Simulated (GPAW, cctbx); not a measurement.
# How far are the atoms of BaNiCl6 from free atoms?

Aim: compute the bonding part of the density of BaNiCl6, find which reflections carry it, and see how it biases an ordinary refinement.

The start was made by putting kin elements into a known structure type; the compound need not exist, or be stable, in this form. All numbers below are calculated.

## Step 1: Find the equilibrium geometry

The density hangs on the geometry, so cell and atoms are relaxed first, with the symmetry held. The cutoff is set higher than for the density because stress converges slowly with plane waves.

Settings: GPAW 26.7.0, PBE, 570 eV, 3×3×3 k-points, Fermi–Dirac width 0.05 eV, spin-polarised, BFGS to 0.03 eV/Å.

```text
cell
1.0
     4.512000000    2.605004415    2.906666667
    -4.512000000    2.605004415    2.906666667
     0.000000000   -5.210008829    2.906666667
Ba Ni Cl
1 1 6
Direct
0.500000000 0.500000000 0.500000000
0.000000000 0.000000000 0.000000000
0.724500000 0.724500000 0.092100000
0.092100000 0.724500000 0.724500000
0.724500000 0.092100000 0.724500000
0.907900000 0.275500000 0.275500000
0.275500000 0.275500000 0.907900000
0.275500000 0.907900000 0.275500000
```

```console
$ OMP_NUM_THREADS=1 mpirun -n 4 gpaw python run.py > gpaw.log
```

```text
BFGS:    0      -28.483497        0.811248
BFGS:    1      -28.543469        0.741357
BFGS:    2      -28.708380        0.687522
BFGS:    3      -28.779308        0.318652
...
BFGS:   19      -29.107128        0.106969
BFGS:   20      -29.117837        0.063016
BFGS:   21      -29.123212        0.024666
cell  6.1115 6.1115 6.1115  102.92 102.92 102.92
volume 207.660 A^3, largest force 0.023 eV/A, largest stress 0.09 GPa
```

After 21 steps the volume has changed by +1.3 % and the energy by -0.640 eV; the largest stress left is 0.09 GPa. It took 9.2 min on 4 cores of Arm Neoverse V1 (shared host), peak memory 1.8 GiB.

Relaxed structure: R-3m (no. 166), a = 9.5607 Å, b = 9.5607 Å, c = 7.8698 Å, α = 90.00°, β = 90.00°, γ = 120.00°.

| atom | mult. | x | y | z |
| --- | --- | --- | --- | --- |
| Ba1 | 3 | 0 | 0 | 1/2 |
| Ni1 | 3 | 0 | 0 | 0 |
| Cl1 | 18 | 0.2228 | 0.4457 | 0.4989 |

## Step 2: Density and charge transfer

X-rays see the whole electron density, so the PAW density is rebuilt with its core regions. Subtracting spherical free atoms from the same code cancels the cores and leaves the deformation density Δρ, the part due to bonding.

Settings: PBE, 450 eV, 4×4×4 k-points, Fermi–Dirac width 0.05 eV, spin-polarised; primitive cell of 8 atoms.

```console
$ OMP_NUM_THREADS=1 mpirun -n 4 gpaw python run.py > gpaw.log
```

```text
|iter:   1|       0s |  -28.874248 | +0.12 |       |  +1.5020|
|iter:   2|       3s |  -28.934158 | -1.11 | -1.16 |  +1.4278|
|iter:   3|       5s |  -30.344712 | -1.17 | -1.20 |  +0.6373|
...
|iter:  11|      25s |  -29.013470c| -6.17 | -4.07c|  -0.0001|
|iter:  12|      28s |  -29.013473c| -6.92 | -4.68c|  -0.0001|
|iter:  13|      30s |  -29.013473c| -7.48c| -5.22c|  -0.0000|
```

```text
grid (60, 60, 60)  electrons 186.000  moved by bonding 1.813 e
deformation density beyond 0.5 A of the nuclei: max 0.715, min -0.910 e/A^3
atom        x       y       z   Voronoi charge  moment
Ba1    0.5000  0.5000  0.5000      0.163       0.00
Ni2    0.0000  0.0000  0.0000      0.102       0.00
Cl3    0.7218  0.7218  0.0532     -0.044      -0.00
Cl4    0.0532  0.7218  0.7218     -0.044      -0.00
Cl5    0.7218  0.0532  0.7218     -0.044      -0.00
Cl6    0.9468  0.2782  0.2782     -0.044      -0.00
Cl7    0.2782  0.2782  0.9468     -0.044      -0.00
Cl8    0.2782  0.9468  0.2782     -0.044      -0.00
mean inner potential of superposed free atoms 12.152 V
total magnetic moment -0.000 muB
```

Deformation density in a plane through the shortest contact of the Ni atom at the origin, in 0.01 e/Å³ (clipped at ±99); x from -1.6 to 3.9 Å, y from 2.4 down to -2.4 Å:

```text
  0   1   5   9   .   .   9   6   2   0  -1  -1  -1  -1   0   0
  0   0   2  -1   .   .   1   4   1   0  -1  -1  -1  -1  -1  -1
 -1  -1   0   0  -5  -6  -1   0   0  -1   0   0   0  -1  -1  -1
 -1  -1  -1   3   7   6   2  -1  -1   0   2   3   2   0  -1  -1
  0   0  -1  -2  -9  -7  -2  -1   0   0   5   8   3   0  -1  -1
 -2   4  -1   6   . -14   1   1   4  -5  -2   .  -5  -4  -2  -1
 -6   8  -6 -93   .   . -57   0   7 -10   .   . -17  -8  -3  -1
 -2   4  -1   7   . -11   0   0   4  -4  -2   .  -2  -3  -2  -1
  0   0  -1  -2  -9  -7  -2  -1   0   0   3   7   3   0  -1  -1
  0  -1   0   3   7   6   2  -1  -1   0   1   2   1   0  -1  -1
 -1   0   0  -1  -6  -4   0   0  -1  -1   0   0   0  -1  -1  -1
  0   2   4  -1   .   .   1   1   0   0   0   0  -1  -1  -1  -1
  0   3   8   8   .   .   9   4   1   0   0  -1  -1  -1  -1  -1
```

Atoms in or within 0.15 Å of the plane: Ni (0.0, 0.0), Cl (2.3, 0.0), Cl (0.0, 2.3), Cl (0.0, -2.3) Å. Dots mark points within about 0.45 Å of a nucleus; large values next to them are atomic features.

Cl gains most (-0.04 e) and Ba loses most (+0.16 e), as electronegativity suggests. Such charges fall far short of formal ones, since overlapping free atoms already put density on their neighbours. Along the shortest contact from the Ni atom at the map's origin, Ni–Cl at 2.26 Å, Δρ is +0.07 e/Å³ at the midpoint and highest, +0.08, 1.23 Å from Ni (points within 0.5 Å of a nucleus left out): a modest build-up. At the midpoints of other shortest contacts it is -0.01 (Cl–Cl, 3.17 Å) and +0.01 (Ba–Cl, 3.19 Å) e/Å³. Point values carry grid noise of about 0.01 e/Å³. The moments given at the start die out. The run needed 13 iterations, 38 s.

## Step 3: Structure factors

The Fourier components of Δρ, added to those of the free atoms, give the static X-ray structure factors; the Mott–Bethe relation turns them into the Fourier components V of the potential that fast electrons feel.

```text
static structure factors of the conventional cell: F in electrons, V (Mott-Bethe) in volts
   h  k  l      d  |F| table  |F| free   |F| DFT   change   |V| free  |V| DFT  change %
   1  0  1  5.7042    21.668    21.877    21.596   -0.281     0.416    0.483     16.2
   1  1  0  4.7803   231.245   231.547   231.737    0.190     3.794    3.762     -0.8
   2  0 -1  3.6639    21.413    21.370    21.244   -0.126     0.848    0.861      1.5
   1  0 -2  3.5540   166.157   166.211   165.224   -0.988     2.051    2.143      4.5
   2  1  1  2.9080   200.808   201.052   201.923    0.870     3.487    3.432     -1.6
   2  0  2  2.8521   124.145   123.943   123.243   -0.700     1.003    1.045      4.2
   3  0  0  2.7599    92.764    92.498    92.432   -0.066     0.366    0.369      1.0
   0  0  3  2.6233   289.093   289.587   290.557    0.969     5.081    5.032     -1.0
   2  1 -2  2.4493   320.232   320.196   321.184    0.988     4.657    4.613     -0.9
   2  2  0  2.3902   194.574   194.346   193.662   -0.684     2.247    2.276      1.3
   1  1  3  2.2998    67.234    67.601    67.225   -0.376     0.720    0.735      2.0
   3  1 -1  2.2045    10.980    10.711    11.566    0.855     0.728    0.697     -4.2
   4  0  1  2.0019   175.219   175.908   176.344    0.436     2.569    2.556     -0.5
   3  1  2  1.9834   115.026   114.619   115.415    0.796     0.726    0.703     -3.2
```

The largest X-ray change is -0.99 e on 1 0 -2, 0.6 % of |F|. For electrons V goes as (Z − F)/g², so a change of F counts against Z − F, which is small at low angle and wherever the atoms' terms cancel: |V| of 101 moves by +16.2 % (0.42 to 0.48 V) against -1.3 % in |F|. The last three rows still change by up to 0.85 e; the table stops while the angles are still low. The tabulated Hartree–Fock atoms differ from the free DFT atoms by up to 0.69 e, so the choice of reference atom matters too.

## Step 4: How cheap can the run be?

Cutoff and k-mesh: one is changed at a time, to find what the result needs.

```csv
run,ΔF 1 0 -2 (e),ΔF 2 1 -2 (e),ΔF 003 (e),q(Cl) (e),moved (e),time
450 eV 4×4×4,-0.988,+0.988,+0.969,-0.044,1.813,38 s
250 eV 4×4×4,-0.998,+0.978,+0.969,-0.045,1.849,21 s
350 eV 4×4×4,-0.991,+0.981,+0.965,-0.044,1.814,30 s
750 eV 4×4×4,-0.989,+0.994,+0.968,-0.043,1.814,77 s
450 eV 2×2×2,-0.972,+0.991,+0.903,-0.045,1.800,18 s
450 eV 2×2×2,-0.972,+0.991,+0.903,-0.045,1.800,18 s
```

Within 0.02 e of the base on all three: 250 eV 4×4×4, 350 eV 4×4×4 and 750 eV 4×4×4. The largest error, 0.066 e, comes with 450 eV 2×2×2. Times are from shared hosts.

## Step 5: Refining ordinary atoms against data with bonding

Routine crystallography fits spherical atoms. To see the bias, intensities are simulated from tabulated atoms plus the DFT change ΔF, so that bonding alone can misfit (6958 reflections of the full sphere, merged to the counts below, to 0.5 Å, 1 % proportional noise plus counting noise, assumed isotropic U as listed, Δρ smeared by the mean U) and refined with cctbx over different ranges.

| range | data | R1 | GooF | U Ba1 (true 0.0037) | U Ni1 (true 0.0048) | U Cl1 (true 0.0057) | largest shift (Å) | Δρ max, min (e/Å³) |
| --- | --- | --- | --- | --- | --- | --- | --- | --- |
| all data | 654 | 0.0043 | 1.38 | 0.0037 | 0.0048 | 0.0057 | 0.0001 | 0.62, -0.85 |
| low resolution, d > 0.84 | 151 | 0.0034 | 1.54 | 0.0037 | 0.0048 | 0.0057 | 0.0004 | 0.11, -0.18 |
| high order, d < 0.75 | 448 | 0.0050 | 1.35 | 0.0037 | 0.0048 | 0.0057 | 0.0001 | 0.52, -0.72 |
| occupancies free, d > 0.7 | 252 | 0.0036 | 1.43 | 0.0037 | 0.0048 | 0.0057 | 0.0000 | 0.17, -0.26 |

With all data GooF is 1.38, so the misfit of spherical atoms stands above the noise; the top residual peak lies 0.55 Å from Ni and 1.99 Å from Cl. No U is off by more than 3 s.u. at low resolution. With Ba1 held at 1 and the scale free, the other occupancies refine to Ni1 1.001(0.001) and Cl1 1.001(0.001), within three s.u. of full.

## Step 6: Answer

Bonding moves 1.81 e in the primitive cell of BaNiCl6 and changes the structure factors of the conventional cell in the table above by at most 0.99 e (1 0 -2, 0.6 %), and among reflections above 2 % of the strongest by up to 8.0 % (3 1 -1). The shortest bond, Ni–Cl, has Δρ = +0.07 e/Å³ at its midpoint. Within 0.02 e of the base on all three: 250 eV 4×4×4, 350 eV 4×4×4 and 750 eV 4×4×4. The largest error, 0.066 e, comes with 450 eV 2×2×2. With all data GooF is 1.38, so the misfit of spherical atoms stands above the noise. Limits: static density, frozen cores, no spin–orbit coupling; no Hubbard U on Ni.

[Outputs are excerpts: Python notices, other lines and further rows are left out; steps that failed or that the build refused (PBEsol, TPSS) are not shown.]

[Logs are printed without paths, hosts, clocks, repeated set-up lines and the standing remarks that a program may print on its own settings, such as how far it seeks lower states.]
